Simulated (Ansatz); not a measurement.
# How Be(0001) screens a field, part 2 of 2

Wanted: the response of a Be(0001) slab to a perpendicular field.

Ansatz 0.2.0; plane-wave DFT, LDA, Ansatz PAW.

So far. Step 9 (Atoms held, field 0.4 V/Å): The dipole is 0.137 e·Å.

## Step 10: The response

This step: plane-wave DFT, LDA, Ansatz PAW; screening of a field by a metal slab (Ansatz 0.2.0).

The dipoles give the slope, and the difference of two potentials shows where the field is screened.

Numbers from this step:

```yaml
equivalent_conductor_thickness_p_eps_0ae: 13.65 Å
distance_between_the_outer_atoms: 10.77 Å
inner_field_over_outer_field: -4.47e-4
image_plane_upper_face: 1.415 Å
induced_electrons_on_the_upper_face_over_eps_0e: -1.004
image_plane_lower_face: 1.414 Å
induced_electrons_on_the_lower_face_over_eps_0e: 1.004
```

Table of dipole of the cell by applied field:

```csv
applied field (V/Å),dipole of the cell (e·Å)
-0.200,-0.0685
-0.100,-0.0343
-0.050,-0.0171
0.000,-1.4e-7
0.050,0.0171
0.100,0.0343
0.200,0.0685
0.400,0.137
```

Local field over the applied field, running mean. From the potentials at -0.05 and 0.05 V/Å; running mean over 1.794 Å. Local field over applied field against z:

z (Å), local field over applied field and a bar from the least value:
```
      4.5      0.998 ##############################
      5.0      0.995 ##############################
      5.5      0.985 ##############################
      6.0      0.957 #############################
      6.5      0.892 ###########################
      7.0      0.761 #######################
      7.5      0.556 #################
      8.0      0.318 ##########
      8.5      0.127 ####
      9.0      0.025 #
      9.5     -0.001 
     10.0      0.004 
     10.5      0.003 
     11.0      0.000 
     11.5      0.000 
     12.0      0.001 
     12.5      0.000 
     13.0     -0.001 
     13.5      0.000 
     14.0      0.000 
     14.5     -0.001 
     15.0      0.000 
     15.5     -0.001 
     16.0     -0.001 
     16.5      0.000 
     17.0      0.001 
     17.5      0.000 
     18.0      0.001 
     18.5      0.005 
     19.0      0.001 
     19.5      0.004 
     20.0      0.061 ##
     20.5      0.207 ######
     21.0      0.428 #############
     21.5      0.660 ####################
     22.0      0.832 #########################
     22.5      0.929 ############################
     23.0      0.973 #############################
     23.5      0.991 ##############################
     24.0      0.997 ##############################
     24.5      0.999 ##############################
```

Electrons, planar mean, per unit field. The induced electron density by z:

```csv
z (Å),induced electron density (e/Å³ per V/Å)
4.5,1.1e-5
5.0,3.5e-5
5.5,1.1e-4
6.0,3.1e-4
6.5,7.9e-4
7.0,0.00174
7.5,0.00301
8.0,0.00355
8.5,0.00196
9.0,-4.5e-4
9.5,-2.6e-4
10.0,2.5e-4
10.5,1.1e-4
11.0,-1.5e-4
11.5,-1.3e-5
12.0,9.8e-5
12.5,7.9e-6
13.0,-7.3e-5
13.5,1.2e-5
14.0,6.3e-5
14.5,-2.7e-5
15.0,-5.5e-5
15.5,3.6e-5
16.0,6.1e-5
16.5,-7.2e-5
17.0,-7.1e-5
17.5,1.1e-4
18.0,8.0e-5
18.5,-2.4e-4
19.0,-9.9e-5
19.5,5.9e-4
20.0,-4.5e-4
20.5,-0.00300
21.0,-0.00351
21.5,-0.00242
22.0,-0.00123
22.5,-5.2e-4
23.0,-1.9e-4
23.5,-6.4e-5
24.0,-2.0e-5
24.5,-6.0e-6
```

By hand: between -0.05 and 0.05 V/Å the dipole changes by 0.03425 e·Å, a slope of 0.3425 e·Å²/V. A perfect conductor of thickness t has p = ε₀AEt, so t = 180.95 × 0.3425 / 4.542 = 13.65 Å (e/ε₀ = 180.95 V·Å, A in Å²). Less the 10.77 Å between the outer atoms, and halved, that puts each image plane 1.44 Å out.

The induced dipole is that of a conductor 13.65 Å thick.

## Step 11: The same run with other settings

This step: plane-wave DFT, LDA, Ansatz PAW, but for the change named below (Ansatz 0.2.0).

An input spoilt on purpose, to show how the run answers: it repeats the earlier run at 0.05 V/Å with hamiltonian.hubbard to sites: [species: Be, l: f, u_eff: 30.0], and scf.max_iter set to 75.

input.yaml reads:

```yaml
crystal:
  lattice:
    - [2.29, 0.0, 0.0]
    - [1.145, 1.9831981747, 0.0]
    - [0.0, 0.0, 28.76529]
  atoms:
    - { symbol: Be, position: [0.0, 0.0, 0.3128770821] }
    - { symbol: Be, position: [0.6666666667, 0.6666666667, 0.375251388] }
    - { symbol: Be, position: [0.0, 0.0, 0.437625694] }
    - { symbol: Be, position: [0.6666666667, 0.6666666667, 0.5] }
    - { symbol: Be, position: [0.0, 0.0, 0.562374306] }
    - { symbol: Be, position: [0.6666666667, 0.6666666667, 0.624748612] }
    - { symbol: Be, position: [0.0, 0.0, 0.6871229179] }
kpoints:
  mp_grid: { grid: [24, 24, 1] }
hamiltonian:
  xc: lda
  hubbard: { sites: [{ species: Be, l: f, u_eff: 30.0 }] }
scf:
  occupations: { method: fermi_dirac, width: 0.1 }
  convergence: { dr2_threshold: 1.0e-10 }
  max_iter: 75
efield:
  axis: 3
  dipole_correction: true
  ramp_position: 0.97
  ramp_width: 0.06
  amplitude: 0.05
output:
  forces: true
  write_potential: true
  write_density: true
  volumetric_format: npy
```

On the command line:

```bash
$ ansatz run input.yaml --threads 2 --pin off --max-ram 3072MiB --backend cpu --events-out ev --progress --plain --runs-dir out
```

Numbers of over 12 decimals in the logs are rounded to 6 here.

What it wrote:

```text
Error: inconsistent input (hamiltonian.hubbard.sites[].l, hamiltonian.hubbard.sites[].shell): the file of Be doesn't list 4f, and it can't be added: PBE doesn't bind the shell 4f of the free atom, whose level lies at +1.11 eV. Type an atom or ion with it (hamiltonian.pseudopotentials.projection_atoms), take another file or name another shell
```

Wall time 0.17 s (2 threads of AMD EPYC 7R43, shared host); peak memory 0.083 GiB.

The input was rejected at the start.

The program's message: “Error: inconsistent input (hamiltonian.hubbard.sites[].l, hamiltonian.hubbard.sites[].shell): the file of Be doesn't list 4f, and it can't be added: PBE doesn't bind the shell 4f of the free atom, who …”

The fault put into the input: a U on a shell that isn't there.

## Step 12: Varying the input

This step: plane-wave DFT, LDA, Ansatz PAW (Ansatz 0.2.0).

An input spoilt on purpose, to show how the run answers: it repeats the earlier run at 0.05 V/Å with efield.amplitude from 0.05 to 3.0, and scf.max_iter set to 75.

Changes to input.yaml since step 11:

```diff
@@ -17,3 +17,2 @@
   xc: lda
-  hubbard: { sites: [{ species: Be, l: f, u_eff: 30.0 }] }
 scf:
@@ -27,3 +26,3 @@
   ramp_width: 0.06
-  amplitude: 0.05
+  amplitude: 3.0
 output:
```

What it wrote:

```text
[...]
Crystal: 7 atoms, lattice volume = 130.638 Å³
Basis set: ecut = 420 eV, 2521 PW (Γ)
Bands: 14, of which v1, the nominal top of the filled ones, is band 7 counted from 1 (6 counted from 0)
Symmetry: 6 space group operations
k-points: 61 of 576 (time reversal used)
[...]
SCF iter   1: F=—  HF=-618.905087 eV  |F-HF|=—  |Δ(HF+E_count)|=         —  Δρ=1.90e-2  dr2=1.13e1  ethr=3.10e-3  p=1.096 e·Å  D=1.52e0 V/Å  ΔV_dip=-43.67 eV  dr2_dipole=2.63e0  V_vac-E_F(+/−)=27.66/6.22 eV  ⟨swp⟩=15.1  Hψ=12701  notcnv=0  defer=26
[...]
SCF iter  10: F=-617.902318 eV  HF=-617.902318 eV  |F-HF|=7.27e-10  |Δ(HF+E_count)|=   3.74e-9  Δρ=1.93e-7  dr2=7.50e-11  ethr=1.00e-12  p=1.030 e·Å  D=1.43e0 V/Å  ΔV_dip=-41.04 eV  dr2_dipole=3.62e-12  V_vac-E_F(+/−)=24.38/0.83 eV  ⟨swp⟩=22.6  Hψ=10262  notcnv=0
WARN: efield: at this solve's end the planar-averaged density reaches 1.56e-3 e/Å³ inside the ramp window [0.9352, 0.2033] (bound 1e-5 e/Å³); the window's nearer edge stands 3.15 Å from this solve's nearest atom along the axis. Its free energy, forces, stress, dipole, levels and responses can be off, and this figure does not tell by how much. The cell may have no vacuum along `efield.axis`. A short vacuum, a low `basis.ecutwfc` or `basis.ecutrho_ratio` and negative occupations (`scf.occupations.method`) can put density there. See the manual's quickstart, § The vacuum guard
SCF 1 converged in 10 iterations: F = -617.902318 eV  dr2 = 7.50e-11
[...]
SCF converged after 10 iterations
Free energy (F): -617.902318 eV
[...]
Internal energy: -617.858894 eV  (E = F + TS)
E sigma→0 (E₀):  -617.880606 eV
Entropy (-TS):   -0.043424 eV (-6.203 meV/atom)
Fermi energy:    -0.184909 eV
Dipole field:    D = 1.426751 V/Å  (p = 1.030047 e·Å, saw-weighted, corrected)
Work function:   not extracted (applied field tilts the vacuum); planar V_es + V_field profile in the machine report
[...]
Vacuum region:   at the solve's end the planar-averaged density reaches 1.56e-3 e/Å³ inside the ramp window [0.9352, 0.2033] (bound 1e-5 e/Å³)
[...]
--- Forces (eV/Å), atoms counted from 1 ---
  atom   1  Be     0.00000000    -0.00000000     0.00656748
  atom   2  Be    -0.00000000     0.00000000     0.06201200
  atom   3  Be     0.00000000    -0.00000000    -0.00138622
  atom   4  Be    -0.00000000     0.00000000    -0.00288668
  atom   5  Be     0.00000000    -0.00000000    -0.00844937
  atom   6  Be    -0.00000000     0.00000000    -0.07957563
  atom   7  Be     0.00000000    -0.00000000     0.04507756
  max |Σ_I F_I| component: 2.14e-2 eV/Å
--- Band table (eV; the first three rows and the last of 61) ---
  k-point 0: bands = [... 3 lower, -8.2232, -6.8771, -5.3932, -3.0849, -2.2743, 1.5538, 2.7958, 5.0276, ... 3 higher]
  k-point 1: bands = [... 3 lower, -8.1734, -6.8260, -5.3383, -3.0275, -2.2192, 1.6072, 2.8255, 5.0594, ... 3 higher]
  k-point 2: bands = [... 3 lower, -8.0244, -6.6728, -5.1741, -2.8559, -2.0545, 1.7643, 2.9159, 5.1526, ... 3 higher]
  k-point 60: bands = [... 3 lower, -1.0299, -0.9641, -0.7407, -0.7341, -0.3216, 0.4913, 0.5835, 0.9837, ... 3 higher]
```

It took 30 s on 2 threads; peak memory 0.37 GiB.

```csv
quantity,this run,earlier run,difference
dipole along the normal (e·Å),1.030,0.01713,1.0
```

The applied field differs between the two, so the dipoles differ in any case.

In so strong a field the program warns of density in the ramp of the sawtooth; these numbers are not the system's.

## Step 13: Outcome

```
work function                                : 5.50 eV
image plane, upper face                      : 1.41 Å
induced electrons on the upper face over ε₀E : -1.00
equivalent conductor thickness p/(ε₀AE)      : 13.6 Å
inner field over outer field                 : -4.5e-4
```

What this shows: The induced charge has its centre 1.41 Å outside the outermost atoms; this is the plane from which a capacitor's gap or an image potential counts. The equivalent conductor thickness exceeds the distance between the outer atoms by 2.88 Å, about the sum of the two image-plane distances. In the middle of the slab the field is screened to under 0.5 % of its outer value. The atoms are held at bulk positions with the tabulated experimental lattice constant.

[Logs are printed without paths, hosts, clocks, repeated set-up lines and the standing remarks that a program may print on its own settings, such as how far it seeks lower states.]

[Hosts, paths, dates, database ids (printed as entryN), source tags and the programs' standing remarks are cut or masked in the printed files.]

[Maps of the electrostatic potential energy from Ansatz leave out the sawtooth potential of an applied field or a dipole correction, so their vacuum need not be flat; planar profiles and work functions include it.]
